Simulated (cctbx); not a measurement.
## Absolute structure of NaZnCl3

Space group R32 (no. 155), a = 7.2610 Å, b = 7.2610 Å, c = 8.8840 Å, α = 90.00°, β = 90.00°, γ = 120.00°.

```
atom  mult.       x       y    z  Ueq (Å²)
 Zn1      3       0       0    0    0.0049
 Cl1      9  0.4764  0.4764  1/2    0.0071
 Na1      3       0       0  1/2    0.0054
```

The model was made for the exercise: a known structure type with other elements put in, its volume estimated, not relaxed; displacement parameters are assumed.

Data sets are simulated with cctbx and refined with Bijvoet mates kept apart; Flack x is then fitted as the share of an inverted twin with the atoms fixed, Hooft y from the Bijvoet differences. The group has rotations alone, so the crystal has a hand.

Untwinned crystal. What Flack and Hooft values should come out?

| λ (Å) | extinction (unmodelled) | d min (Å) | top counts | error (%) | model | R1 | Flack x | s.u. | Hooft y | s.u. | pairs |
| --- | --- | --- | --- | --- | --- | --- | --- | --- | --- | --- | --- |
| 0.71073 | 0 | 0.77 | 70000 | 2 | as given | 0.0048 | -0.011 | 0.008 | -0.008 | 0.008 | 80 |
| 0.71073 | 0 | 0.77 | 70000 | 2 | inverted | 0.0340 | 1.006 | 0.012 | 1.026 | 0.009 | 80 |
| 1.54184 | 0.3 | 0.83 | 20000 | 4 | as given | 0.0135 | 0.01 | 0.03 | 0.006 | 0.027 | 66 |

With Mo Kα, x is within 3 s.u. of 0, so the hand is right. With Cu Kα, x is within 3 s.u. of 0, so the hand is right. Inverting the model turns x into about 1 − x.

A further crystal gives:

| λ (Å) | extinction (unmodelled) | d min (Å) | top counts | error (%) | model | R1 | Flack x | s.u. | Hooft y | s.u. | pairs |
| --- | --- | --- | --- | --- | --- | --- | --- | --- | --- | --- | --- |
| 0.6889 | 0 | 0.8 | 5000 | 6 | as given | 0.0242 | 0.51 | 0.04 | 0.519 | 0.040 | 75 |

**Question.** What is it?

It was simulated as an inversion twin with a fraction 0.5 of the inverted domain. Flack x is over 3 s.u. from both 0 and 1 and reads that fraction.

[Logs are printed without paths, hosts, clocks, repeated set-up lines and the standing remarks that a program may print on its own settings, such as how far it seeks lower states.]
